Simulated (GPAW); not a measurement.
# V2NS2 MXene monolayer in an electric field

How does V2NS2 MXene monolayer screen a perpendicular field?

Calculated with GPAW 26.7.0; GPAW, PAW setups; layer in a repeated cell with vacuum, relaxation of atoms and in-plane cell, in the first sound run; inputs show where later runs differ.

**1. Set-up**

The cell holds 5 atoms: 2 S, 2 V and 1 N. Its edges and angles: a = 2.941 Å, b = 2.941 Å, c = 23.789 Å, α = 90.0°, β = 90.0°, γ = 120.0°. Vacuum lies along c.

**2. Relaxing the atoms**

The atoms are relaxed first, since the surface dipole, and with it the work function, follows the positions of the outer layers.

run.py reads:

```python
import json
import numpy as np
from ase import Atoms
from ase.filters import FrechetCellFilter
from ase.optimize import BFGS
from gpaw import GPAW, PW

slab = Atoms(
    ['S', 'V', 'N', 'V', 'S'],
    positions=[
        [-0.00000, 1.69779, 9.00000],
        [1.47033, 0.84889, 10.73432],
        [0.00000, 0.00000, 11.89462],
        [-0.00000, 1.69779, 13.05492],
        [1.47033, 0.84889, 14.78924]],
    cell=[[2.94065, 0.0, 0.0], [-1.47033, 2.54668, 0.0], [0.0, 0.0, 23.7892]],
    pbc=[True, True, True],
    magmoms=[0.0, 2.0, 0.0, 2.0, 0.0])

slab.calc = GPAW(mode=PW(600), xc='PBE', kpts={'size': (12, 12, 1), 'gamma': True},
                 occupations={'name': 'fermi-dirac', 'width': 0.05}, nbands='160%',
                 convergence={'density': 1e-05}, maxiter=200,
                 symmetry={'tolerance': 1e-3}, txt='slab.txt')
result = {}
# The in-plane cell is free; stress needs a cell that repeats along all three vectors
path = []
opt = BFGS(FrechetCellFilter(slab, mask=[1, 1, 0, 0, 0, 1]), maxstep=0.2)
opt.attach(lambda: path.append((slab.get_potential_energy(), slab.positions.tolist(), slab.get_forces().tolist())))
result['relaxed'] = bool(opt.run(fmax=0.02, steps=45))
result['path'] = path
result['cell'] = slab.cell.tolist()
print('in-plane lattice', slab.cell.cellpar().round(4)[[0, 1, 5]])
energy = slab.get_potential_energy()
fermi = slab.calc.get_fermi_level()
v = slab.calc.get_electrostatic_potential().mean((0, 1)) - fermi
n = slab.calc.get_pseudo_density().mean((0, 1))
L = slab.cell[2, 2]
z = np.arange(len(v)) * L / len(v)
low, high = slab.positions[:, 2].min(), slab.positions[:, 2].max()
below, above = np.interp([low - 6.8, high + 6.8], z, v)
slopes = [np.interp(x, z, np.gradient(v, z)) for x in (low - 6.8, high + 6.8)]
eps = np.array([[slab.calc.get_eigenvalues(k, s) for k in range(len(slab.calc.get_ibz_k_points()))]
                for s in range(slab.calc.get_number_of_spins())]) - fermi
top, bottom = eps[eps < 0].max(), eps[eps > 0].min()
dipole = slab.get_dipole_moment()[2]
print(f'energy {energy:.4f} eV, Fermi level {fermi:.4f} eV, dipole {dipole:.5f} e A')
print(f'potential 6.8 A off the faces, from the Fermi level: lower {below:.4f} eV, upper {above:.4f} eV')
print(f'slope of the potential there: lower {slopes[0]:.5f}, upper {slopes[1]:.5f} eV/A')
print(f'nearest levels on the mesh: {top:.4f} and {bottom:.4f} eV')
print('magnetic moment', round(slab.get_magnetic_moment(), 3))
result.update(energy=energy, fermi=fermi, dipole=dipole, below=below, above=above, slopes=slopes, edges=[top, bottom],
              z=z.tolist(), v=v.tolist(), n=n.tolist(), positions=slab.positions.tolist(),
              forces=slab.get_forces(apply_constraint=False).tolist(), moments=slab.get_magnetic_moments().tolist())
json.dump(result, open('result.json', 'w'))
```

Launch:

```console
> OMP_NUM_THREADS=1 OPENBLAS_NUM_THREADS=1 python run.py
```

What it wrote:

```text
Step          Energy          fmax
BFGS:    0      -37.613674        1.351793
BFGS:    1      -37.670489        1.138008
BFGS:    2      -37.789001        1.115334
BFGS:    3      -37.819276        0.787236
BFGS:    4      -37.923607        0.393557
BFGS:    5      -37.966793        1.794909
BFGS:    6      -38.044822        0.288674
BFGS:    7      -38.065732        0.241870
BFGS:    8      -38.087358        0.173710
BFGS:    9      -38.090865        0.142711
BFGS:   10      -38.100869        0.016758
in-plane lattice [  3.0621   3.0621 120.0001]
energy -38.0888 eV, Fermi level -0.4049 eV, dipole 0.00051 e A
potential 6.8 A off the faces, from the Fermi level: lower 5.3122 eV, upper 5.3097 eV
slope of the potential there: lower 0.00043, upper 0.00060 eV/A
nearest levels on the mesh: -0.0215 and 0.0015 eV
magnetic moment -0.0
```

Wall time 25 min (1 thread of Intel Xeon Platinum 8559C (Emerald Rapids), shared host); peak memory 0.64 GiB.

This step gave:

```
dipole along the normal                    : 5.11e-4 e·Å
levels nearest the Fermi level on the mesh : -0.02149, 0.001523 eV from the Fermi level
sum of the site moments                    : 0 μB
```

The electrostatic potential energy of an electron (without an applied field's), less the Fermi level, planar mean oscillates, so the rows of the table below give means over windows of 1.41 Å about each position, cut where the curve ends. Its maxima inside the range that stand out by 2 % of the span (Å: eV): 10.0: -4.95, 11.5: -9.65, 12.3: -9.66, 13.7: -4.95. Its minima: 9.3: -20.8, 10.8: -16.8, 11.9: -15.3, 13.0: -16.8, 14.5: -20.8.

The electrostatic potential energy of an electron (without an applied field's), less the Fermi level, planar mean by z; means over each step:

```tsv
z (Å)	electrostatic potential energy of an electron (without an applied field's), less the Fermi level, planar mean (eV)
0.70	5.31
2.11	5.31
3.52	5.31
4.93	5.31
6.34	5.30
7.75	4.35
9.16	-11.2
10.57	-11.2
11.98	-11.8
13.39	-10.6
14.80	-9.97
16.21	4.76
17.62	5.30
19.03	5.31
20.44	5.31
21.85	5.31
23.26	5.31
```

Pseudo valence density, planar mean against z:

```tsv
z (Å)	pseudo valence density, planar mean (e/Å³)
6.0	1.0e-4
6.5	4.8e-4
7.0	0.00236
7.5	0.0119
8.0	0.0592
8.5	0.240
9.0	0.441
9.5	0.500
10.0	0.444
10.5	1.04
11.0	1.62
11.5	0.725
12.0	0.774
12.5	0.883
13.0	1.78
13.5	0.582
14.0	0.488
14.5	0.429
15.0	0.398
15.5	0.138
16.0	0.0300
16.5	0.00601
17.0	0.00122
17.5	2.5e-4
18.0	5.2e-5
```

The relaxation lowered the energy of the cell by 0.487 eV (energies extrapolated to zero smearing; the optimiser's log prints free energies). The largest force left on a free atom is 0.017 eV/Å.

**3. Plane waves, PBE**

The work function is the vacuum plateau of the electrostatic potential less the Fermi level; a dipole layer lets the two faces have plateaus of their own.

This step: GPAW, PAW setups; slab in vacuum (GPAW 26.7.0).

The cell differs from the one that the last finished run ended in (c 23.789 → 23.268 Å).

run.py, as its differences from that of step 2:

```diff
@@ -3,4 +3,2 @@
 from ase import Atoms
-from ase.filters import FrechetCellFilter
-from ase.optimize import BFGS
 from gpaw import GPAW, PW
@@ -10,24 +8,17 @@
     positions=[
-        [-0.00000, 1.69779, 9.00000],
-        [1.47033, 0.84889, 10.73432],
-        [0.00000, 0.00000, 11.89462],
-        [-0.00000, 1.69779, 13.05492],
-        [1.47033, 0.84889, 14.78924]],
-    cell=[[2.94065, 0.0, 0.0], [-1.47033, 2.54668, 0.0], [0.0, 0.0, 23.7892]],
-    pbc=[True, True, True],
+        [0.00000, 1.76791, 9.00000],
+        [1.53106, 0.88395, 10.58022],
+        [0.00000, 0.00000, 11.63393],
+        [0.00000, 1.76791, 12.68763],
+        [1.53106, 0.88395, 14.26785]],
+    cell=[[3.06211, 0.0, 0.0], [-1.53106, 2.65187, 0.0], [0.0, 0.0, 23.2679]],
+    pbc=[True, True, False],
     magmoms=[0.0, 2.0, 0.0, 2.0, 0.0])
 
-slab.calc = GPAW(mode=PW(600), xc='PBE', kpts={'size': (12, 12, 1), 'gamma': True},
+slab.calc = GPAW(mode=PW(500), xc='PBE', kpts={'size': (12, 12, 1), 'gamma': True},
                  occupations={'name': 'fermi-dirac', 'width': 0.05}, nbands='160%',
                  convergence={'density': 1e-05}, maxiter=200,
+                 poissonsolver={'dipolelayer': 'xy'},
                  symmetry={'tolerance': 1e-3}, txt='slab.txt')
 result = {}
-# The in-plane cell is free; stress needs a cell that repeats along all three vectors
-path = []
-opt = BFGS(FrechetCellFilter(slab, mask=[1, 1, 0, 0, 0, 1]), maxstep=0.2)
-opt.attach(lambda: path.append((slab.get_potential_energy(), slab.positions.tolist(), slab.get_forces().tolist())))
-result['relaxed'] = bool(opt.run(fmax=0.02, steps=45))
-result['path'] = path
-result['cell'] = slab.cell.tolist()
-print('in-plane lattice', slab.cell.cellpar().round(4)[[0, 1, 5]])
 energy = slab.get_potential_energy()
```

What it wrote:

```text
energy -37.6615 eV, Fermi level -0.2941 eV, dipole -0.00072 e A
potential 6.8 A off the faces, from the Fermi level: lower 5.3056 eV, upper 5.3204 eV
slope of the potential there: lower 0.00012, upper -0.00012 eV/A
nearest levels on the mesh: -0.0222 and 0.0021 eV
magnetic moment -0.0
```

Elapsed: 93 s, on 1 thread; peak memory 0.35 GiB.

Numbers from this step:

| Item | Value |
| --- | --- |
| dipole along the normal | -7.23e-4 e·Å |
| levels nearest the Fermi level on the mesh | -0.02220, 0.002061 eV from the Fermi level |
| upper work function | 5.320 eV |
| lower work function | 5.306 eV |

The electrostatic potential energy of an electron (without an applied field's), less the Fermi level, planar mean oscillates, so the rows of the table below give means over windows of 1.45 Å about each position, cut where the curve ends. Its maxima inside the range that stand out by 2 % of the span (Å: eV): 9.8: -4.97, 11.2: -9.76, 12.0: -9.76, 13.5: -4.96. Its minima: 9.0: -20.8, 10.6: -16.7, 11.6: -15.4, 12.7: -16.7, 14.3: -20.8.

Electrostatic potential energy of an electron (without an applied field's), less the Fermi level, planar mean against z; means over each step:

z (Å), electrostatic potential energy of an electron (without an applied field's), less the Fermi level, planar mean (eV) and a bar from the least value:
```
     0.72        5.3 ##############################
     2.17        5.3 ##############################
     3.62        5.3 ##############################
     5.07        5.3 ##############################
     6.52        5.3 ##############################
     7.97        1.0 #######################
     9.42      -11.6 ###
    10.87      -13.2 
    12.32      -13.3 
    13.77      -11.5 ###
    15.22        0.1 ######################
    16.67        5.3 ##############################
    18.12        5.3 ##############################
    19.57        5.3 ##############################
    21.02        5.3 ##############################
    22.47        5.3 ##############################
```

Table of pseudo valence density, planar mean by z:

```tsv
z (Å)	pseudo valence density, planar mean (e/Å³)
5	1.1e-5
6	2.2e-4
7	0.00539
8	0.129
9	0.426
10	0.552
11	0.961
12	0.722
13	1.11
14	0.503
15	0.257
16	0.0132
17	5.4e-4
18	2.4e-5
```

The potential is flat to 1.2e-4 eV/Å where it is read, so the vacuum is wide enough.

**4. In a field**

A uniform field along the normal polarises the slab; the atoms stay fixed, so this is the electronic response alone.

run.py, as its differences from that of step 3:

```diff
@@ -4,2 +4,3 @@
 from gpaw import GPAW, PW
+from gpaw.external import ConstantElectricField
 
@@ -21,2 +22,3 @@
                  poissonsolver={'dipolelayer': 'xy'},
+                 external=ConstantElectricField(-0.2, [0, 0, 1]),
                  symmetry={'tolerance': 1e-3}, txt='slab.txt')
```

What it wrote:

```text
energy -37.6680 eV, Fermi level -0.2955 eV, dipole -0.06540 e A
potential 6.8 A off the faces, from the Fermi level: lower 4.5865 eV, upper 6.0439 eV
slope of the potential there: lower 0.00010, upper -0.00010 eV/A
nearest levels on the mesh: -0.0222 and 0.0021 eV
magnetic moment -0.0
```

Elapsed: 6.9 min, on 1 thread; peak memory 0.78 GiB.

Numbers from this step:

```yaml
dipole_along_the_normal: -0.06540 e·Å
levels_nearest_the_fermi_level_on_the_mesh: -0.02217, 0.002054 eV from the Fermi level
potential_below_the_slab_the_applied_field_s_own_ramp_left_out: 4.587 eV from the Fermi level
potential_above_the_slab_the_applied_field_s_own_ramp_left_out: 6.044 eV from the Fermi level
```

The electrostatic potential energy of an electron (without an applied field's), less the Fermi level, planar mean oscillates, so the rows of the table below give means over windows of 1.45 Å about each position, cut where the curve ends. Its maxima inside the range that stand out by 2 % of the span (Å: eV): 9.8: -5.33, 11.2: -9.84, 12.0: -9.68, 13.5: -4.61. Its minima: 9.0: -21.3, 10.6: -17.0, 11.6: -15.4, 12.7: -16.5, 14.3: -20.3.

Electrostatic potential energy of an electron (without an applied field's), less the Fermi level, planar mean against z; means over each step:

```tsv
z (Å)	electrostatic potential energy of an electron (without an applied field's), less the Fermi level, planar mean (eV)
0.72	4.68
2.17	4.59
3.62	4.59
5.07	4.59
6.52	4.54
7.97	0.315
9.42	-12.1
10.87	-13.3
12.32	-13.2
13.77	-11.1
15.22	0.744
16.67	5.98
18.12	6.04
19.57	6.04
21.02	6.04
22.47	5.99
```

The dipole is now -0.0654 e Å, against -7.2e-4 in the run without a field.

**5. In a field**

run.py, as its differences from that of step 4:

```diff
@@ -22,3 +22,3 @@
                  poissonsolver={'dipolelayer': 'xy'},
-                 external=ConstantElectricField(-0.2, [0, 0, 1]),
+                 external=ConstantElectricField(-0.1, [0, 0, 1]),
                  symmetry={'tolerance': 1e-3}, txt='slab.txt')
```

What it wrote:

```text
energy -37.6631 eV, Fermi level -0.2945 eV, dipole -0.03270 e A
potential 6.8 A off the faces, from the Fermi level: lower 4.9494 eV, upper 5.6780 eV
slope of the potential there: lower 0.00010, upper -0.00010 eV/A
nearest levels on the mesh: -0.0222 and 0.0020 eV
magnetic moment -0.0
```

It took 7.2 min on 1 thread; peak memory 0.78 GiB.

This step gave:

```yaml
dipole_along_the_normal: -0.03270 e·Å
levels_nearest_the_fermi_level_on_the_mesh: -0.02216, 0.002031 eV from the Fermi level
potential_below_the_slab_the_applied_field_s_own_ramp_left_out: 4.949 eV from the Fermi level
potential_above_the_slab_the_applied_field_s_own_ramp_left_out: 5.678 eV from the Fermi level
```

The electrostatic potential energy of an electron (without an applied field's), less the Fermi level, planar mean oscillates, so the rows of the table below give means over windows of 1.45 Å about each position, cut where the curve ends. Its maxima inside the range that stand out by 2 % of the span (Å: eV): 9.8: -5.15, 11.2: -9.80, 12.0: -9.72, 13.5: -4.79. Its minima: 9.0: -21.1, 10.6: -16.8, 11.6: -15.4, 12.7: -16.6, 14.3: -20.6.

Electrostatic potential energy of an electron (without an applied field's), less the Fermi level, planar mean against z; means over each step:

z (Å), electrostatic potential energy of an electron (without an applied field's), less the Fermi level, planar mean (eV) and a bar from the least value:
```
     0.72        5.0 #############################
     2.17        4.9 #############################
     3.62        4.9 #############################
     5.07        4.9 #############################
     6.52        4.9 #############################
     7.97        0.6 ######################
     9.42      -11.8 ##
    10.87      -13.2 
    12.32      -13.3 
    13.77      -11.3 ###
    15.22        0.4 ######################
    16.67        5.6 ##############################
    18.12        5.7 ##############################
    19.57        5.7 ##############################
    21.02        5.7 ##############################
    22.47        5.7 ##############################
```

The dipole is now -0.0327 e Å, against -7.2e-4 in the run without a field.

**6. Field on**

run.py, as its differences from that of step 5:

```diff
@@ -22,3 +22,3 @@
                  poissonsolver={'dipolelayer': 'xy'},
-                 external=ConstantElectricField(-0.1, [0, 0, 1]),
+                 external=ConstantElectricField(-0.05, [0, 0, 1]),
                  symmetry={'tolerance': 1e-3}, txt='slab.txt')
```

What it wrote:

```text
energy -37.6619 eV, Fermi level -0.2943 eV, dipole -0.01635 e A
potential 6.8 A off the faces, from the Fermi level: lower 5.1312 eV, upper 5.4954 eV
slope of the potential there: lower 0.00010, upper -0.00010 eV/A
nearest levels on the mesh: -0.0222 and 0.0020 eV
magnetic moment -0.0
```

Wall time 7 min (1 thread); peak memory 0.78 GiB.

The electrostatic potential energy of an electron (without an applied field's), less the Fermi level, planar mean oscillates, so the rows of the table below give means over windows of 1.45 Å about each position, cut where the curve ends. Its maxima inside the range that stand out by 2 % of the span (Å: eV): 9.8: -5.06, 11.2: -9.78, 12.0: -9.74, 13.5: -4.88. Its minima: 9.0: -21.0, 10.6: -16.8, 11.6: -15.4, 12.7: -16.7, 14.3: -20.7.

Electrostatic potential energy of an electron (without an applied field's), less the Fermi level, planar mean against z; means over each step:

z (Å), electrostatic potential energy of an electron (without an applied field's), less the Fermi level, planar mean (eV) and a bar from the least value:
```
     0.72        5.2 #############################
     2.17        5.1 #############################
     3.62        5.1 #############################
     5.07        5.1 #############################
     6.52        5.1 #############################
     7.97        0.8 #######################
     9.42      -11.7 ###
    10.87      -13.2 
    12.32      -13.3 
    13.77      -11.4 ###
    15.22        0.3 ######################
    16.67        5.4 ##############################
    18.12        5.5 ##############################
    19.57        5.5 ##############################
    21.02        5.5 ##############################
    22.47        5.5 ##############################
```

**7. Field on**

run.py, as its differences from that of step 6:

```diff
@@ -22,3 +22,3 @@
                  poissonsolver={'dipolelayer': 'xy'},
-                 external=ConstantElectricField(-0.05, [0, 0, 1]),
+                 external=ConstantElectricField(0.05, [0, 0, 1]),
                  symmetry={'tolerance': 1e-3}, txt='slab.txt')
```

What it wrote:

```text
energy -37.6619 eV, Fermi level -0.2943 eV, dipole 0.01635 e A
potential 6.8 A off the faces, from the Fermi level: lower 5.4954 eV, upper 5.1312 eV
slope of the potential there: lower 0.00010, upper -0.00010 eV/A
nearest levels on the mesh: -0.0222 and 0.0020 eV
magnetic moment -0.0
```

It took 6.9 min on 1 thread; peak memory 0.78 GiB.

**8. Field on**

run.py, as its differences from that of step 7:

```diff
@@ -22,3 +22,3 @@
                  poissonsolver={'dipolelayer': 'xy'},
-                 external=ConstantElectricField(0.05, [0, 0, 1]),
+                 external=ConstantElectricField(0.1, [0, 0, 1]),
                  symmetry={'tolerance': 1e-3}, txt='slab.txt')
```

What it wrote:

```text
energy -37.6631 eV, Fermi level -0.2945 eV, dipole 0.03270 e A
potential 6.8 A off the faces, from the Fermi level: lower 5.6780 eV, upper 4.9494 eV
slope of the potential there: lower 0.00010, upper -0.00010 eV/A
nearest levels on the mesh: -0.0222 and 0.0020 eV
magnetic moment -0.0
```

It took 7.2 min on 1 thread; peak memory 0.78 GiB.

The dipole is now 0.0327 e Å, against -7.2e-4 in the run without a field.

**9. Field on**

run.py, as its differences from that of step 8:

```diff
@@ -22,3 +22,3 @@
                  poissonsolver={'dipolelayer': 'xy'},
-                 external=ConstantElectricField(0.1, [0, 0, 1]),
+                 external=ConstantElectricField(0.2, [0, 0, 1]),
                  symmetry={'tolerance': 1e-3}, txt='slab.txt')
```

What it wrote:

```text
energy -37.6680 eV, Fermi level -0.2955 eV, dipole 0.06540 e A
potential 6.8 A off the faces, from the Fermi level: lower 6.0439 eV, upper 4.5866 eV
slope of the potential there: lower 0.00010, upper -0.00010 eV/A
nearest levels on the mesh: -0.0222 and 0.0021 eV
magnetic moment -0.0
```

Run time: 7 min. Hardware: 1 thread; peak memory 0.78 GiB.

[end of part 1 of 2]

[Logs are printed without paths, hosts, clocks, repeated set-up lines and the standing remarks that a program may print on its own settings, such as how far it seeks lower states.]

[Hosts, paths, dates, database ids (printed as entryN), source tags and the programs' standing remarks are cut or masked in the printed files.]
